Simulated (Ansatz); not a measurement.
# F on Mg(0001): change of the work function, part 3 of 4

How does F on the fcc site change the work function of Mg(0001) as the layer fills?

Ansatz 0.2.0; plane-wave DFT, PBE, Ansatz PAW.

So far, work function, upper face (eV): step 2 (the clean slab) 3.79; step 3 (37 atoms, coverage 0.111 ML, cell 3x3) 3.74.

### 4. The covered slab, k-mesh 6×6×1, coverage 0.25 ML

System of this step: F/Mg(0001). The cell holds 17 atoms: 16 Mg and 1 F. Cell: a = 6.420 Å, b = 6.420 Å, c = 26.699 Å, α = 90.0°, β = 90.0°, γ = 60.0°. Vacuum lies along c.

Another coverage, to see how the dipoles act on each other as their distance changes.

Contents of input.yaml:

```yaml
crystal:
  lattice:
    - [6.4199999999, 0.0, 0.0]
    - [3.21, 5.5598830922, 0.0]
    - [0.0, 0.0, 26.6993944582]
  atoms:
    - { symbol: Mg, position: [0.3333333333, 0.3333333333, 0.3370862966] }
    - { symbol: Mg, position: [0.0, 0.0, 0.4347109826] }
    - { symbol: Mg, position: [0.3333333333, 0.3333333333, 0.5325265896] }
    - { symbol: Mg, position: [0.0, 0.0, 0.6310347904] }
    - { symbol: Mg, position: [0.3333333333, 0.8333333333, 0.3370862966] }
    - { symbol: Mg, position: [0.0, 0.5, 0.4347109826] }
    - { symbol: Mg, position: [0.3333333333, 0.8333333333, 0.5325265896] }
    - { symbol: Mg, position: [0.0, 0.5, 0.6310347904] }
    - { symbol: Mg, position: [0.8333333333, 0.3333333333, 0.3370862966] }
    - { symbol: Mg, position: [0.5, 0.0, 0.4347109826] }
    - { symbol: Mg, position: [0.8333333333, 0.3333333333, 0.5325265896] }
    - { symbol: Mg, position: [0.5, 0.0, 0.6310347904] }
    - { symbol: Mg, position: [0.8333333333, 0.8333333333, 0.3370862966] }
    - { symbol: Mg, position: [0.5, 0.5, 0.4347109826] }
    - { symbol: Mg, position: [0.8333333333, 0.8333333333, 0.5325265896] }
    - { symbol: Mg, position: [0.5, 0.5, 0.6310347904] }
    - { symbol: F, position: [0.1666666667, 0.1666666667, 0.6629137034] }
kpoints:
  mp_grid: { grid: [6, 6, 1] }
hamiltonian:
  xc: pbe
scf:
  occupations: { method: fermi_dirac, width: 0.1 }
  convergence: { dr2_threshold: 1.0e-08 }
efield:
  axis: 3
  dipole_correction: true
  ramp_position: 0.97
  ramp_width: 0.06
relax:
  f_tol: 0.02
  max_steps: 60
  constraints: [{ sites: [0, 1, 4, 5, 8, 9, 12, 13] }]
output:
  dos: { projected: true, e_range: [-8, 4] }
  write_potential: true
  write_density: true
  volumetric_format: npy
  elf: true
```

On the command line:

```
$ ansatz run input.yaml --threads 4 --pin off --max-ram 16384MiB --backend cpu --events-out ev --progress --plain --runs-dir out
```

Output:

```text
[...]
Crystal: 17 atoms, lattice volume = 953.020 Å³
Basis set: ecut = 420 eV, 18725 PW (Γ), exchange–correlation on 90×90×360 points (8 copies of the dense FFT grid, shifted against one another)
Bands: 101, of which v1, the nominal top of the filled ones, is band 84 counted from 1 (83 counted from 0)
Symmetry: 6 space group operations
[...]
k-points: 7 of 36 (time reversal used)
[...]
SCF iter   1: F=—  HF=-31588.772932 eV  |F-HF|=—  |Δ(HF+E_count)|=         —  Δρ=1.08e-3  dr2=1.83e-1  ethr=1.77e-3  p=0.055 e·Å  D=1.05e-2 V/Å  ΔV_dip=-0.28 eV  dr2_dipole=9.21e-2  V_vac-E_F(+/−)=3.54/3.82 eV  ⟨swp⟩=14.3  Hψ=4073  notcnv=0  defer=4
[...]
SCF iter   8: F=-31588.763352 eV  HF=-31588.763352 eV  |F-HF|=4.66e-10  |Δ(HF+E_count)|=   1.64e-8  Δρ=1.58e-7  dr2=5.34e-10  ethr=5.99e-12  p=0.020 e·Å  D=3.79e-3 V/Å  ΔV_dip=-0.10 eV  dr2_dipole=7.71e-11  V_vac-E_F(+/−)=3.67/3.77 eV  ⟨swp⟩=14.6  Hψ=3970  notcnv=0
SCF 1 converged in 8 iterations: F = -31588.763352 eV  dr2 = 5.34e-10
[...]
relax step   1: F+E_penalty+E_count = -31588.76335176 eV  Δ(F+E_penalty+E_count) = +0.000e0 eV  max|allowed force component| = 1.883e-1 eV/Å  Δτ_max = 0.0000 Å  (8 SCF iters, accepted)
[...]
SCF iter   7: F=-31588.785089 eV  HF=-31588.785089 eV  |F-HF|=2.43e-9  |Δ(HF+E_count)|=   4.81e-8  Δρ=5.11e-7  dr2=3.10e-9  ethr=5.99e-12  p=0.021 e·Å  D=3.93e-3 V/Å  ΔV_dip=-0.10 eV  dr2_dipole=9.89e-11  V_vac-E_F(+/−)=3.67/3.77 eV  ⟨swp⟩=12.3  Hψ=4224  notcnv=0
SCF 2 converged in 7 iterations: F = -31588.785089 eV  dr2 = 3.10e-9
relax step   2: F+E_penalty+E_count = -31588.78508945 eV  Δ(F+E_penalty+E_count) = -2.174e-2 eV  max|allowed force component| = 1.221e-1 eV/Å  Δτ_max = 0.0848 Å  (7 SCF iters, accepted)
SCF iter   1: F=—  HF=-31588.789062 eV  |F-HF|=—  |Δ(HF+E_count)|=         —  Δρ=4.14e-4  dr2=1.96e-3  ethr=9.91e-6  p=0.021 e·Å  D=3.93e-3 V/Å  ΔV_dip=-0.10 eV  dr2_dipole=1.89e-4  V_vac-E_F(+/−)=3.67/3.77 eV  ⟨swp⟩=4.7  Hψ=1644  notcnv=0  defer=7
[...]
SCF iter   7: F=-31588.788755 eV  HF=-31588.788755 eV  |F-HF|=8.04e-10  |Δ(HF+E_count)|=   1.98e-8  Δρ=2.45e-7  dr2=1.54e-9  ethr=5.99e-12  p=0.019 e·Å  D=3.68e-3 V/Å  ΔV_dip=-0.10 eV  dr2_dipole=2.12e-10  V_vac-E_F(+/−)=3.67/3.77 eV  ⟨swp⟩=12.4  Hψ=3985  notcnv=0
SCF 3 converged in 7 iterations: F = -31588.788755 eV  dr2 = 1.54e-9
relax step   3: F+E_penalty+E_count = -31588.78875540 eV  Δ(F+E_penalty+E_count) = -3.666e-3 eV  max|allowed force component| = 5.341e-2 eV/Å  Δτ_max = 0.0478 Å  (7 SCF iters, accepted)
[...]
relax step   4: F+E_penalty+E_count = -31588.78892328 eV  Δ(F+E_penalty+E_count) = -1.679e-4 eV  max|allowed force component| = 3.783e-2 eV/Å  Δτ_max = 0.0351 Å  (7 SCF iters, accepted)
SCF iter   1: F=—  HF=-31588.789445 eV  |F-HF|=—  |Δ(HF+E_count)|=         —  Δρ=2.20e-4  dr2=5.31e-4  ethr=3.44e-6  p=0.015 e·Å  D=2.78e-3 V/Å  ΔV_dip=-0.07 eV  dr2_dipole=3.54e-5  V_vac-E_F(+/−)=3.69/3.77 eV  ⟨swp⟩=3.0  Hψ=1239  notcnv=0  defer=5
[...]
SCF iter   6: F=-31588.789310 eV  HF=-31588.789310 eV  |F-HF|=2.41e-9  |Δ(HF+E_count)|=   1.54e-8  Δρ=2.72e-7  dr2=1.55e-9  ethr=5.99e-12  p=0.017 e·Å  D=3.15e-3 V/Å  ΔV_dip=-0.08 eV  dr2_dipole=1.78e-10  V_vac-E_F(+/−)=3.69/3.77 eV  ⟨swp⟩=9.1  Hψ=4188  notcnv=0
SCF 5 converged in 6 iterations: F = -31588.789310 eV  dr2 = 1.55e-9
relax step   5: F+E_penalty+E_count = -31588.78930970 eV  Δ(F+E_penalty+E_count) = -3.864e-4 eV  max|allowed force component| = 1.755e-3 eV/Å  Δτ_max = 0.0161 Å  (6 SCF iters, accepted)
[...]
SCF converged after 6 iterations
Free energy (F): -31588.789310 eV
[...]
Internal energy: -31588.530436 eV  (E = F + TS)
E sigma→0 (E₀):  -31588.659873 eV
Entropy (-TS):   -0.258874 eV (-15.228 meV/atom)
Fermi energy:    0.031784 eV
Dipole field:    D = 0.003138 V/Å  (p = 0.016529 e·Å, saw-weighted, corrected)
Work function:   Φ+ = 3.6853 eV   Φ− = 3.7691 eV
[...]
--- Forces (eV/Å), atoms counted from 1 ---
  atom   1  Mg    -0.03402020    -0.01964157    -0.02810170
  atom   2  Mg     0.00683805     0.00394795     0.02571611
  atom   3  Mg    -0.00001886    -0.00001089     0.00000258
  atom   4  Mg    -0.00020391    -0.00011773     0.00016250
  atom   5  Mg     0.00000000     0.03928315    -0.02810170
  atom   6  Mg    -0.00000000    -0.00789589     0.02571611
  atom   7  Mg     0.00000000     0.00002178     0.00000258
  atom   8  Mg     0.00000000     0.00023545     0.00016250
  atom   9  Mg     0.03402020    -0.01964157    -0.02810170
  atom  10  Mg    -0.00683805     0.00394795     0.02571611
  atom  11  Mg     0.00001886    -0.00001089     0.00000258
  atom  12  Mg     0.00020391    -0.00011773     0.00016250
  atom  13  Mg     0.00000000     0.00000000    -0.03895249
  atom  14  Mg    -0.00000000     0.00000000     0.04720414
  atom  15  Mg     0.00000000     0.00000000     0.00045228
  atom  16  Mg    -0.00000000     0.00000000    -0.00030284
  atom  17  F     -0.00000000    -0.00000000    -0.00175456
  max |Σ_I F_I| component: 1.50e-5 eV/Å
--- Band table (eV; the first three rows and the last of 7) ---
  k-point 0: bands = [... 80 lower, -1.0478, -0.9119, -0.8728, -0.8728, -0.6410, 0.2452, 0.2452, 0.3715, ... 13 higher]
  k-point 1: bands = [... 80 lower, -0.8610, -0.7378, -0.4788, -0.3289, -0.1770, 0.1835, 0.2942, 0.7869, ... 13 higher]
  k-point 2: bands = [... 80 lower, -0.6970, -0.4311, -0.1948, 0.1785, 0.2497, 1.0404, 1.0672, 1.1982, ... 13 higher]
  k-point 6: bands = [... 80 lower, -0.2490, -0.2394, -0.1962, 0.4247, 0.4374, 0.5467, 0.6261, 0.7429, ... 13 higher]
--- Relaxed structure (5 steps of the walk, 5 accepted, 0 SCFs on fresh bases) ---
  F+E_penalty+E_count = -31588.78930970 eV   max|allowed force component| = 1.755e-3 eV/Å
  atoms:
    - { symbol: Mg, position: [0.333333, 0.333333, 0.337086] }
    - { symbol: Mg, position: [2.666712e-17, 2.666712e-17, 0.434711] }
    - { symbol: Mg, position: [0.332287, 0.332287, 0.532279] }
    - { symbol: Mg, position: [-0.00151453, -0.00151453, 0.633211] }
    - { symbol: Mg, position: [0.333333, 0.833333, 0.337086] }
    - { symbol: Mg, position: [5.551115e-17, 0.500000, 0.434711] }
    - { symbol: Mg, position: [0.332287, 0.835427, 0.532279] }
    - { symbol: Mg, position: [-0.00151453, 0.503029, 0.633211] }
    - { symbol: Mg, position: [0.833333, 0.333333, 0.337086] }
    - { symbol: Mg, position: [0.500000, 2.666712e-17, 0.434711] }
    - { symbol: Mg, position: [0.835427, 0.332287, 0.532279] }
    - { symbol: Mg, position: [0.503029, -0.00151453, 0.633211] }
    - { symbol: Mg, position: [0.833333, 0.833333, 0.337086] }
    - { symbol: Mg, position: [0.5, 0.5, 0.434711] }
    - { symbol: Mg, position: [0.833333, 0.833333, 0.532522] }
    - { symbol: Mg, position: [0.5, 0.5, 0.626322] }
    - { symbol: F, position: [0.166667, 0.166667, 0.666014] }
```

It took 75 s on 4 threads of Arm Neoverse V1, shared host; peak memory 2.3 GiB.

The steps of the relaxation:

```
step  energy less that of the first step (eV)  largest force component (eV/Å)
   1                                   0.0000                          0.1883
   2                                  -0.0217                          0.1221
   3                                  -0.0254                          0.0534
   4                                  -0.0256                          0.0378
   5                                  -0.0260                          0.0018
```

The run keeps the 6 symmetry operations that the program found, so distortions that break them were not tested.

The atoms that moved most (Å):

```
atom      dx      dy      dz  length
Mg16   0.000   0.000  -0.126   0.126
 F17   0.000   0.000   0.083   0.083
 Mg8   0.000   0.017   0.058   0.061
Mg12   0.015  -0.008   0.058   0.061
 Mg4  -0.015  -0.008   0.058   0.061
 Mg7   0.000   0.012  -0.007   0.013
 Mg3  -0.010  -0.006  -0.007   0.013
Mg11   0.010  -0.006  -0.007   0.013
```

Final coordinates:

```xyz
17
Lattice="6.4200 0.0000 0.0000 3.2100 5.5599 0.0000 0.0000 0.0000 26.6994" Properties=species:S:1:pos:R:3
Mg    3.2100    1.8533    9.0000
Mg    0.0000    0.0000   11.6065
Mg    3.1999    1.8475   14.2115
Mg   -0.0146   -0.0084   16.9064
Mg    4.8150    4.6332    9.0000
Mg    1.6050    2.7799   11.6065
Mg    4.8150    4.6449   14.2115
Mg    1.6050    2.7968   16.9064
Mg    6.4200    1.8533    9.0000
Mg    3.2100    0.0000   11.6065
Mg    6.4301    1.8475   14.2115
Mg    3.2246   -0.0084   16.9064
Mg    8.0250    4.6332    9.0000
Mg    4.8150    2.7799   11.6065
Mg    8.0250    4.6332   14.2180
Mg    4.8150    2.7799   16.7224
F     1.6050    0.9266   17.7822
```

This step gave:

| Quantity | Value |
| --- | --- |
| energy at zero smearing | -31588.6599 eV |
| work function, upper face | 3.685 eV |
| work function, lower face | 3.769 eV |
| dipole along the normal | 0.01653 e·Å |
| step between the vacuum levels | -0.08379 eV |

The density of states has structure finer than the step of the table below, so its rows give means over 0.25 eV. Peaks (eV: height): -7.250: 49.9, -6.770: 36.7, -1.560: 16.6, -0.720: 19.6, 0.360: 15.5, 0.960: 15.8, 1.950: 18.9.

The density of states by energy, zero at the Fermi level; means over each step:

```
energy (eV)  density of states (states/eV a cell)
      -7.50                                     0
      -7.25                                  11.0
      -7.00                                0.0777
      -6.75                                  7.03
      -6.50                                 0.169
      -6.25                                  1.72
      -6.00                                  1.60
      -5.75                                  1.57
      -5.50                                  3.27
      -5.25                                  2.62
      -5.00                                  3.10
      -4.75                                  3.91
      -4.50                                  2.50
      -4.25                                  3.30
      -4.00                                  5.97
      -3.75                                  4.57
      -3.50                                  3.84
      -3.25                                  3.45
      -3.00                                  6.88
      -2.75                                  5.60
      -2.50                                  4.79
      -2.25                                  4.97
      -2.00                                  5.66
      -1.75                                  8.26
      -1.50                                  7.95
      -1.25                                  3.06
      -1.00                                  7.75
      -0.75                                  9.77
      -0.50                                  6.48
      -0.25                                  8.47
       0.00                                  7.25
       0.25                                  8.28
       0.50                                  3.96
       0.75                                  7.64
       1.00                                  9.52
       1.25                                  8.90
       1.50                                  8.52
       1.75                                  9.06
```

Projected DOS per atom over height of the atomic layer and energy from the Fermi level. Layers: Mg4 Mg4 Mg4 Mg4 F from below.

Ten even steps from '0' (0.0 states/eV) to '9' (8.1 states/eV), each cell a mean:
```
00000
00000
00000
00000
00000
00000
00000
00000
00000
00000
00000
00000
00000
00000
00000
00000
00000
00000
00000
00004
00009
00000
```
Columns: height of the atomic layer (Å) from 9 to 17.8 (not evenly spaced); rows upwards: energy from the Fermi level (eV) from -7.96 to 1.95.

Electrostatic potential energy in the ca plane at fractional y = 0.000, with atoms of Mg within 0.2 Å of it. With pseudopotentials it is smooth inside the atoms' cores, unlike the true potential.

Ten even steps from '0' (-50 eV) to '9' (4 eV), each cell a mean:
```
99997300489999999985001689999999999999999999
99998745789999999987546899999999999999999999
89999888899988889998888999999999999999999999
88999999999988889999999999999999999999999999
88999999999988889999999999999999999999999999
89999888899998889998888999999999999999999999
99998644789999999987545899999999999999999999
99997300489999999985001689999999999999999999
99997200379999999984000689999999999999999999
99998511589999999986213789999999999999999999
89998877899998899998777899999999999999999999
88999988999988889999889999999999999999999999
88999999999987789999999999999999999999999999
88999988999988889999889999999999999999999999
89998877899998899998777899999999999999999999
99998511589999999986213789999999999999999999
99997100379999999984000689999999999999999999
```
Columns run along c (16.0 Å, from fractional 0.35 to 0.95 of the cell; values clipped at the 3rd and 97th percentile), rows up along a (6.4 Å). Atoms in or near the plane, at fractional coordinates: Mg at (0.43, 0.00), Mg at (0.63, 0.00), Mg at (0.43, 0.50), Mg at (0.63, 0.50).

ELF in the ca plane at fractional y = 0.000, with atoms of Mg within 0.2 Å of it. It is the smooth field of the valence electrons, not physical close to the nuclei.

Ten even steps from '0' (0.00) to '9' (0.76), each cell a mean:
```
98741444315888888612545102110000000000000000
77752132126776677630232135421000000000000000
24565311356632235653223587531000000000000000
02466766666410014556789998631000000000000000
02466766666410014556789998631000000000000000
24665211356642235653223587531000000000000000
77752133126776677631232135421000000000000000
98741444315888887612444102110000000000000000
98741434415888888613435200000000000000000000
88751244216787788721443000000000000000000000
45663111146753357751011221000000000000000000
12566544566520025763113553100000000000000000
01467777766410014663124664200000000000000000
12566544566520025763113553100000000000000000
45663111146753357751000221000000000000000000
88751254216787788721443000000000000000000000
98741434415888888613435200000000000000000000
```
Columns run along c (16.0 Å, from fractional 0.35 to 0.95 of the cell), rows up along a (6.4 Å). Atoms in or near the plane, at fractional coordinates: Mg at (0.43, 0.00), Mg at (0.63, 0.00), Mg at (0.43, 0.50), Mg at (0.63, 0.50).

Valence density in the ca plane at fractional y = 0.000, with atoms of Mg within 0.2 Å of it. It is the smooth field of the valence electrons, not physical close to the nuclei.

Ten steps, logarithmic in the rise over the least value, from '0' (0 e/Å³) to '9' (24 e/Å³), each cell a mean:
```
00001588410000000002796100000000000000000000
00000133100000000001342000000000000000000000
00000000000000000000000000000000000000000000
00000000000000000000000000000000000000000000
00000000000000000000000000000000000000000000
00000000000000000000000000000000000000000000
00000143100000000001342000000000000000000000
00001588410000000002797100000000000000000000
00001699510000000003897200000000000000000000
00000366300000000001564100000000000000000000
00000011000000000000111100000000000000000000
00000000000000000000001110000000000000000000
00000000000000000000001110000000000000000000
00000000000000000000001110000000000000000000
00000011000000000000111100000000000000000000
00000366300000000001564100000000000000000000
00001699510000000003897200000000000000000000
```
Columns run along c (16.0 Å, from fractional 0.35 to 0.95 of the cell), rows up along a (6.4 Å). Atoms in or near the plane, at fractional coordinates: Mg at (0.43, 0.00), Mg at (0.63, 0.00), Mg at (0.43, 0.50), Mg at (0.63, 0.50).

The relaxation took 5 steps and lowered the energy by 0.026 eV; the largest force on the free atoms ends at 0.0018 eV/Å.

By hand: a sheet of dipoles makes a step −p/(ε₀A) in the electron's potential. With e/ε₀ = 180.95 V·Å, p = 0.01653 e·Å and A = 35.69 Å², that is −180.95 × (0.01653) / 35.69 = -0.084 eV, and the two vacuum levels of the run differ by -0.084 eV.

The covered face has 3.69 eV, -0.10 eV against the clean one; the bare back face has moved by -0.02 eV, a measure of how thin the slab is.

[end of part 3 of 4]

[Long decimals in the printed logs are rounded to 6 places.]

[Logs are printed without paths, hosts, clocks, repeated set-up lines and the standing remarks that a program may print on its own settings, such as how far it seeks lower states.]

[Hosts, paths, dates, database ids (printed as entryN), source tags and the programs' standing remarks are cut or masked in the printed files.]

[Maps of the electrostatic potential energy from Ansatz leave out the sawtooth potential of an applied field or a dipole correction, so their vacuum need not be flat; planar profiles and work functions include it.]

[The density of states shown here was stored with 400 of the rows of the run's finer table, so its peaks can read low, often by over a quarter, or be missed, and its means over a window can be off by a tenth or more.]
